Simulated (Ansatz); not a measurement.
## HfN (Fm-3m): zone-centre modes under pressure

Aim: how do the optical modes of HfN (Fm-3m) move with volume?

Main program and level: Ansatz 0.2.0; DFT LDA, scalar-relativistic, plane waves, PAW; PAW set soft_1.

The database entry behind the starting cell differs from later determinations by our own check (about 0.3 % short), so it need not match the best structure at ambient conditions.

## (1) The starting structure

Symmetry: Fm-3m, No. 225, cubic system. The conventional cell has a = 4.512 Å, b = 4.512 Å, c = 4.512 Å, α = 90.00°, β = 90.00°, γ = 90.00°. N has 6 Hf at 2.26 Å nearest. Nearest to Hf lie 6 N at 2.26 Å. Farther neighbours and most contacts between anions are not listed.

## (2) A rough relaxation first

The start is far from rest, so a relaxation with loose tolerances brings it close first.

Contents of input.yaml:

```yaml
crystal:
  lattice:
    - [0.0, 2.256, 2.256]
    - [2.256, 0.0, 2.256]
    - [2.256, 2.256, 0.0]
  atoms:
    - { symbol: "N", position: [0.5, 0.5, 0.5] }
    - { symbol: Hf, position: [0.0, 0.0, 0.0] }
kpoints:
  mp_grid: { grid: [8, 8, 8] }
hamiltonian:
  xc: lda
  pseudopotentials: { kind: paw, azcp: { folder: soft_1 }, xc_functional: pbe }
scf:
  occupations: { method: gaussian, width: 0.1 }
output:
  forces: true
  stress: true
  eigenvalues: true
relax:
  adjacent_minimum: "off"
  f_tol: 0.05
  max_steps: 80
  cell: { stress_tol: 0.5 }
```

Run with:

```
> ansatz run input.yaml --threads 4 --pin off --max-ram 10240MiB --backend cpu --events-out ev --progress --plain --runs-dir out
```

Numbers of over 12 decimals in the logs are rounded to 6 here.

Output:

```text
The last accepted step is kept in <dir> (removed where the run ends without a failure and the disk answers)
Engine: ansatz 0.2.0, x86_64-unknown-linux-gnu
Pseudopotentials: kind: paw
Pseudopotential: N, paw, valence charge 5, recommended cutoff 420 eV (normal), soft_1/N.paw.azcp
Pseudopotential: Hf, paw, valence charge 26, recommended cutoff 420 eV (normal), soft_1/Hf.paw.azcp
Functional definition: SPW92
[...]
--- Relaxed structure (3 steps of the walk, 3 accepted, 1 SCFs on fresh bases) ---
  F+E_penalty+E_count = -15855.26009899 eV   max|allowed force component| = 1.052e-30 eV/Å   (the final SCF, on the basis selected at the relaxed cell)
  cell:  # Å, volume = 22.3459 Å³
    - [0, 2.235577, 2.235577]
    - [2.235577, 0, 2.235577]
    - [2.235577, 2.235577, 0]
  atoms:
    - { symbol: N, position: [0.5, 0.5, 0.5] }
    - { symbol: Hf, position: [0, 0, 0] }
[key lines of the parts left out:]
SCF converged after 5 iterations
Free energy (F): -15855.260099 eV
Fermi energy:    22.489728 eV
P = ⅓ Tr σ = -0.3044 GPa (-3.044 kbar)
```

Wall time 1.7 s (4 threads of AMD EPYC 7B13 (Zen 3), shared host); peak memory 0.36 GiB; 4.7 s of CPU time.

This run has no spin polarisation although its electron count is odd.

Relaxation path:

```csv
step,energy less that of the first step (eV),largest force component (eV/Å),pressure (GPa),volume (Å³)
1,0.0000,0.0000,-8.02,22.96
2,-0.0138,0.0000,4.84,21.99
3,-0.0179,0.0000,-0.21,22.35
4*,-0.0164,0.0000,-0.30,22.35
```

Relaxation steps marked * repeat the geometry before them on a plane-wave basis chosen anew for their cell, so energy and pressure can jump there.

Forces are held to the 48 operations that the run works with; a distortion that breaks them can't arise in this run.

```csv
"conventional cell, symmetrised",before,after,change
a (Å),4.512,4.471,-0.9 %
b (Å),4.512,4.471,-0.9 %
c (Å),4.512,4.471,-0.9 %
volume (Å³/atom),11.48,11.17,-2.7 %
```

Final coordinates:

```cif
data_structure
_symmetry_space_group_name_H-M 'P 1'
_symmetry_Int_Tables_number 1
_cell_length_a 3.1616
_cell_length_b 3.1616
_cell_length_c 3.1616
_cell_angle_alpha 60.000
_cell_angle_beta 60.000
_cell_angle_gamma 60.000
_cell_volume 22.35
loop_
_atom_site_label
_atom_site_type_symbol
_atom_site_fract_x
_atom_site_fract_y
_atom_site_fract_z
_atom_site_occupancy
N1 N 0.50000 0.50000 0.50000 1
Hf2 Hf 0.00000 0.00000 0.00000 1
```

Numbers from this step:

```yaml
pressure: -0.3044 GPa
volume_per_atom: 11.17 Å³
gap_on_the_k_mesh: 0 eV
```

In this step the volume went from 11.48 to 11.17 Å³/atom.

## (3) Relaxation

Harmonic phonons are second derivatives at a point where the forces vanish, and they are wanted at zero stress, so atoms and cell are relaxed first.

input.yaml, the sections that differ from step 2:

```yaml
crystal:
  lattice:
    - [0.0, 2.2355765104, 2.2355765104]
    - [2.2355765104, 0.0, 2.2355765104]
    - [2.2355765104, 2.2355765104, 0.0]
  atoms:
    - { symbol: "N", position: [0.5, 0.5, 0.5] }
    - { symbol: Hf, position: [0.0, 0.0, 0.0] }
kpoints:
  mp_grid: { grid: [16, 16, 16] }
relax:
  adjacent_minimum: "off"
  f_tol: 0.005
  max_steps: 80
  cell: { stress_tol: 0.05 }
# hamiltonian, scf, output: as in step 2
```

Output:

```text
[...]
Crystal: 2 atoms, lattice volume = 22.346 Å³
Basis set: ecut = 420 eV, 411 PW (Γ)
Bands: 20, of which v1, the nominal top of the filled ones, is band 16 counted from 1 (15 counted from 0)
Symmetry: 48 space group operations
[...]
k-points: 145 of 4096
[...]
k-point 144: bands = [... 12 lower, 16.3059, 17.0679, 17.0679, 23.7109, 23.7109, 28.2747, 28.4153, 28.9239]
--- Relaxed structure (3 steps of the walk, 3 accepted, 1 SCFs on fresh bases) ---
[...]
cell:  # Å, volume = 22.3027 Å³
    - [0, 2.234134, 2.234134]
    - [2.234134, 0, 2.234134]
    - [2.234134, 2.234134, 0]
  atoms:
    - { symbol: N, position: [0.5, 0.5, 0.5] }
    - { symbol: Hf, position: [0, 0, 0] }
[key lines of the parts left out:]
SCF converged after 7 iterations
Free energy (F): -15855.278987 eV
Fermi energy:    22.541484 eV
P = ⅓ Tr σ = -0.0086 GPa (-0.086 kbar)
```

It took 5 s on 4 threads; peak memory 0.44 GiB; 17 s of CPU time.

Little changed from the start: no atom moved by 0.005 Å and no cell edge by 0.1 %.

Numbers from this step:

```yaml
pressure: -0.008641 GPa
volume_per_atom: 11.15 Å³
```

In this step the volume went from 11.17 to 11.15 Å³/atom.

## (4) Tight relaxation

Phonons need small forces and stress, so the relaxation is finished with tight tolerances on 16×16×16 k points.

input.yaml, the sections that differ from step 3:

```yaml
crystal:
  lattice:
    - [0.0, 2.2341344689, 2.2341344689]
    - [2.2341344689, 0.0, 2.2341344689]
    - [2.2341344689, 2.2341344689, 0.0]
  atoms:
    - { symbol: "N", position: [0.5, 0.5, 0.5] }
    - { symbol: Hf, position: [0.0, 0.0, 0.0] }
scf:
  occupations: { method: methfessel_paxton, width: 0.2 }
relax:
  adjacent_minimum: "off"
  f_tol: 0.001
  max_steps: 60
  cell: { stress_tol: 0.01 }
# kpoints, hamiltonian, output: as in step 3
```

Output:

```text
[...]
Crystal: 2 atoms, lattice volume = 22.303 Å³
Basis set: ecut = 420 eV, 411 PW (Γ)
Bands: 20, of which v1, the nominal top of the filled ones, is band 16 counted from 1 (15 counted from 0)
Symmetry: 48 space group operations
[...]
k-points: 145 of 4096
[...]
k-point 144: bands = [... 12 lower, 16.3075, 17.0697, 17.0697, 23.7131, 23.7131, 28.2776, 28.4183, 28.9269]
--- Relaxed structure (3 steps of the walk, 3 accepted, 1 SCFs on fresh bases) ---
[...]
cell:  # Å, volume = 22.3008 Å³
    - [0, 2.234069, 2.234069]
    - [2.234069, 0, 2.234069]
    - [2.234069, 2.234069, 0]
  atoms:
    - { symbol: N, position: [0.5, 0.5, 0.5] }
    - { symbol: Hf, position: [0, 0, 0] }
[key lines of the parts left out:]
SCF converged after 6 iterations
Free energy (F): -15855.277730 eV
Fermi energy:    22.546795 eV
P = ⅓ Tr σ = -0.0006 GPa (-0.006 kbar)
```

Elapsed: 4.3 s, on 4 threads; peak memory 0.44 GiB; 15 s of CPU time.

Little changed from the start: no atom moved by 0.005 Å and no cell edge by 0.1 %.

Numbers from this step:

```yaml
pressure: -5.79e-4 GPa
```

The forces vanish by symmetry and the pressure is -0.001 GPa, within the tolerances set. The cell now holds 11.15 Å³/atom.

## (5) Modes at rest

The force constants come from the linear response of the density to a displacement.

The modes at rest are the reference of the series.

input.yaml, the sections that differ from step 4:

```yaml
crystal:
  lattice:
    - [0.0, 2.2340692606, 2.2340692606]
    - [2.2340692606, 0.0, 2.2340692606]
    - [2.2340692606, 2.2340692606, 0.0]
  atoms:
    - { symbol: "N", position: [0.5, 0.5, 0.5] }
    - { symbol: Hf, position: [0.0, 0.0, 0.0] }
output:
  eigenvalues: true
phonons:
  method: dfpt
# kpoints, hamiltonian, scf: as in step 4
# relax: removed
```

Output:

```text
[...]
Crystal: 2 atoms, lattice volume = 22.301 Å³
Basis set: ecut = 420 eV, 411 PW (Γ), exchange–correlation on 48×48×48 points (8 copies of the dense FFT grid, shifted against one another)
Bands: 20, of which v1, the nominal top of the filled ones, is band 16 counted from 1 (15 counted from 0)
Symmetry: 48 space group operations
k-points: 349 of 4096 (irreducible under 8 space group operations, time reversal used)
[...]
SCF iter   1: F=—  HF=-15855.339469 eV  |F-HF|=—  |Δ(HF+E_count)|=         —  Δρ=4.67e-2  dr2=2.98e-1  ethr=3.10e-3  ⟨swp⟩=4.9  Hψ=29918  notcnv=0
[...]
SCF iter  11: F=-15855.277730 eV  HF=-15855.277730 eV  |F-HF|=1.82e-12  |Δ(HF+E_count)|=  3.64e-11  S|Δr|=    0.00e0  Δρ=8.85e-8  dr2=1.05e-12  ethr=1.00e-12  ⟨swp⟩=6.7  Hψ=39941  notcnv=0
SCF 1 converged in 11 iterations: F = -15855.277730 eV  dr2 = 1.05e-12
[...]
DFPT response loops at Γ: preconditioner auto → Kerker (q_TF=auto, 2.882 Å⁻¹) (partly filled bands, converged f_vac=0.000); β = 1.00, the filter's whole step (`scf.mixing.beta` (0.50) is not read by the response loops under this deck's `scf.mixing.preconditioner`; to damp them name `kerker` or `kerker_dos`, under which they read `scf.mixing.beta`, and type it under 1.00, their step now; both keys bind the ground state too); Broyden in place of MSR1
SCF converged after 11 iterations
[...]
Free energy (F): -15855.277730 eV
[...]
Internal energy: -15855.277478 eV  (E = F + TS)
E sigma→0 (E₀):  -15855.277667 eV
Entropy (-TS):   -0.000252 eV (-0.126 meV/atom)
Fermi energy:    22.546795 eV
[...]
--- Band table (eV; the first three rows and the last of 349) ---
  k-point 0: bands = [... 12 lower, 19.6482, 19.6482, 19.6482, 22.1079, 22.1079, 22.1079, 24.5064, 24.5064]
  k-point 1: bands = [... 12 lower, 19.2261, 19.3832, 19.3832, 22.2483, 22.2530, 22.2530, 24.8350, 24.8350]
  k-point 2: bands = [... 12 lower, 18.2916, 18.7818, 18.7818, 22.4912, 22.6275, 22.6275, 25.6793, 25.6793]
  k-point 348: bands = [... 12 lower, 16.3075, 17.0697, 17.0697, 23.7131, 23.7131, 28.2776, 28.4183, 28.9269]
--- Phonons (Γ-DFPT): 2 representative perturbations + reference, on 349 of 4096 k-points (Σ response iterations 8) ---
  k mesh reduced under 8 symmetry operations, with k and −k counted as one. Each operation leaves every solved perturbation unchanged. A smaller set is not used because it would not reduce the number of displacements times k-points to solve
  ASR residual: 2.243e-5 → 0.000e0 eV/Å²; symmetrization residual: 1.268e-6 eV/Å²
  ASR residual per site (eV/Å²): 1.62e-6 2.24e-5
  Γ frequencies (cm⁻¹): 0.00 0.00 0.00 514.63 514.63 514.63
  non-analytic LO–TO correction: not included (Born effective charges unavailable; polar crystals: no LO–TO splitting at Γ)
```

Wall time 15 s (4 threads); peak memory 0.81 GiB.

This step gave:

```
sum-rule residual before enforcement                    : 2.24e-5 eV/Å²
point group                                             : m-3m
highest optical mode at the zone centre (no LO-TO term) : 514.6 cm⁻¹
lowest optical zone-centre mode                         : 514.6 cm⁻¹
```

Patterns of degenerate modes are one choice out of their space. Modes at Γ, with each element's share of the kinetic energy:

```csv
mode,frequency (cm⁻¹),symmetry,N %,Hf %
1,0.0,acoustic,7,93
2,0.0,acoustic,7,93
3,0.0,acoustic,7,93
4,514.6,T1u,93,7
5,514.6,T1u,93,7
6,514.6,T1u,93,7
```

Displacements in mode 5 (514.6 cm⁻¹), the largest set to 1:
```
N1   0.00  0.17  1.00
Hf2  0.00 -0.01 -0.08
```

Before it was imposed, the acoustic sum rule was missed by 2.2e-5 eV/Å². Small misses are needed for a sound result but don't prove that mesh and cutoff are converged. The lowest optical mode is real, 515 cm⁻¹.

## (6) Ground state of a member: 1.06 times the volume at rest

The cell is set to 1.06 times the volume at rest; symmetry leaves nothing else free, so this is a single point.

input.yaml, the sections that differ from step 5:

```yaml
crystal:
  lattice:
    - [0.0, 2.2778856643, 2.2778856643]
    - [2.2778856643, 0.0, 2.2778856643]
    - [2.2778856643, 2.2778856643, 0.0]
  atoms:
    - { symbol: "N", position: [0.5, 0.5, 0.5] }
    - { symbol: Hf, position: [0.0, 0.0, 0.0] }
output:
  forces: true
  stress: true
  eigenvalues: true
# kpoints, hamiltonian, scf: as in step 5
# phonons: removed
```

Output:

```text
[...]
Crystal: 2 atoms, lattice volume = 23.639 Å³
Basis set: ecut = 420 eV, 459 PW (Γ)
Bands: 20, of which v1, the nominal top of the filled ones, is band 16 counted from 1 (15 counted from 0)
Symmetry: 48 space group operations
[...]
k-points: 145 of 4096
[...]
SCF iter   1: F=—  HF=-15855.253872 eV  |F-HF|=—  |Δ(HF+E_count)|=         —  Δρ=4.40e-2  dr2=2.34e-1  ethr=3.10e-3  ⟨swp⟩=4.7  Hψ=12177  notcnv=0
[...]
SCF iter   8: F=-15855.209526 eV  HF=-15855.209526 eV  |F-HF|=1.61e-8  |Δ(HF+E_count)|=   6.75e-9  S|Δr|=    0.00e0  Δρ=1.02e-5  dr2=2.48e-8  ethr=3.23e-10  ⟨swp⟩=8.6  Hψ=17025  notcnv=0
SCF 1 converged in 8 iterations: F = -15855.209526 eV  dr2 = 2.48e-8
[...]
SCF converged after 8 iterations
[...]
Free energy (F): -15855.209526 eV
[...]
Internal energy: -15855.209543 eV  (E = F + TS)
E sigma→0 (E₀):  -15855.209530 eV
Entropy (-TS):   0.000016 eV (0.008 meV/atom)
Fermi energy:    21.220267 eV
[...]
--- Stress (GPa, compression-positive) ---
      -15.520266       0.000000      -0.000000
        0.000000     -15.520266       0.000000
        0.000000      -0.000000     -15.520266
  P = ⅓ Tr σ = -15.5203 GPa (-155.203 kbar)
--- Band table (eV; the first three rows and the last of 145) ---
  k-point 0: bands = [... 12 lower, 18.3691, 18.3691, 18.3691, 20.8239, 20.8239, 20.8239, 22.8917, 23.0490]
  k-point 1: bands = [... 12 lower, 17.9587, 18.1275, 18.1275, 20.9475, 20.9581, 20.9581, 23.1801, 23.3505]
  k-point 2: bands = [... 12 lower, 17.0531, 17.5734, 17.5734, 21.1565, 21.3068, 21.3068, 23.9095, 24.1294]
  k-point 144: bands = [... 12 lower, 15.2116, 15.8372, 15.8372, 22.3121, 22.3121, 26.5087, 26.5162, 27.0636]
```

The job ended after 1.8 s (4 threads; peak memory 0.42 GiB; 5.3 s of CPU time).

Numbers from this step:

```yaml
pressure: -15.52 GPa
volume_per_atom: 11.82 Å³
```

The forces vanish by symmetry, at a pressure of -15.52 GPa.

## (7) Zone-centre modes of the member: 1.06 times the volume at rest

The zone-centre modes follow for 1.06 times the volume at rest.

Changes to input.yaml since step 6:

```diff
@@ -16,4 +16,4 @@
 output:
-  forces: true
-  stress: true
   eigenvalues: true
+phonons:
+  method: dfpt
```

Output:

```text
[...]
Crystal: 2 atoms, lattice volume = 23.639 Å³
Basis set: ecut = 420 eV, 459 PW (Γ), exchange–correlation on 48×48×48 points (8 copies of the dense FFT grid, shifted against one another)
Bands: 20, of which v1, the nominal top of the filled ones, is band 16 counted from 1 (15 counted from 0)
Symmetry: 48 space group operations
k-points: 349 of 4096 (irreducible under 8 space group operations, time reversal used)
[...]
SCF iter   1: F=—  HF=-15855.253892 eV  |F-HF|=—  |Δ(HF+E_count)|=         —  Δρ=4.40e-2  dr2=2.34e-1  ethr=3.10e-3  ⟨swp⟩=4.7  Hψ=29341  notcnv=0
[...]
SCF iter  11: F=-15855.209527 eV  HF=-15855.209527 eV  |F-HF|=1.82e-12  |Δ(HF+E_count)|=  9.09e-12  S|Δr|=    0.00e0  Δρ=5.02e-8  dr2=4.61e-13  ethr=1.00e-12  ⟨swp⟩=8.4  Hψ=41096  notcnv=0
SCF 1 converged in 11 iterations: F = -15855.209527 eV  dr2 = 4.61e-13
[...]
SCF converged after 11 iterations
[...]
Free energy (F): -15855.209527 eV
[...]
Internal energy: -15855.209543 eV  (E = F + TS)
E sigma→0 (E₀):  -15855.209531 eV
Entropy (-TS):   0.000016 eV (0.008 meV/atom)
Fermi energy:    21.220339 eV
[...]
--- Band table (eV; the first three rows and the last of 349) ---
  k-point 0: bands = [... 12 lower, 18.3692, 18.3692, 18.3692, 20.8240, 20.8240, 20.8240, 22.8917, 23.0491]
  k-point 1: bands = [... 12 lower, 17.9587, 18.1275, 18.1275, 20.9476, 20.9582, 20.9582, 23.1801, 23.3506]
  k-point 2: bands = [... 12 lower, 17.0531, 17.5734, 17.5734, 21.1566, 21.3068, 21.3068, 23.9095, 24.1295]
  k-point 348: bands = [... 12 lower, 15.2117, 15.8373, 15.8373, 22.3122, 22.3122, 26.5088, 26.5164, 27.0637]
[...]
ASR residual: 2.085e-5 → 0.000e0 eV/Å²; symmetrization residual: 8.759e-7 eV/Å²
  ASR residual per site (eV/Å²): 6.11e-6 2.09e-5
  Γ frequencies (cm⁻¹): 0.00 0.00 0.00 458.21 458.21 458.21
[...]
```

Elapsed: 17 s, on 4 threads; peak memory 0.84 GiB.

Numbers from this step:

| Quantity | Value |
| --- | --- |
| sum-rule residual before enforcement | 2.09e-5 eV/Å² |
| highest optical mode at the zone centre (no LO-TO term) | 458.2 cm⁻¹ |
| lowest optical zone-centre mode | 458.2 cm⁻¹ |

Patterns of degenerate modes are one choice out of their space. Modes at Γ, with each element's share of the kinetic energy:

```csv
mode,frequency (cm⁻¹),symmetry,N %,Hf %
1,0.0,acoustic,7,93
2,0.0,acoustic,7,93
3,0.0,acoustic,7,93
4,458.2,T1u,93,7
5,458.2,T1u,93,7
6,458.2,T1u,93,7
```

The optical mode lies at 458.2 cm⁻¹.

Between step 5 and this run (volume ratio 1.06) the value for the highest optical mode at the zone centre (no LO-TO term) moves from 515 cm⁻¹ to 458 cm⁻¹ (-11 %).

(Part 1 of 2 ends here.)

[Logs are printed without paths, hosts, clocks, repeated set-up lines and the standing remarks that a program may print on its own settings, such as how far it seeks lower states.]

[Hosts, paths, dates, database ids (printed as entryN), source tags and the programs' standing remarks are cut or masked in the printed files.]
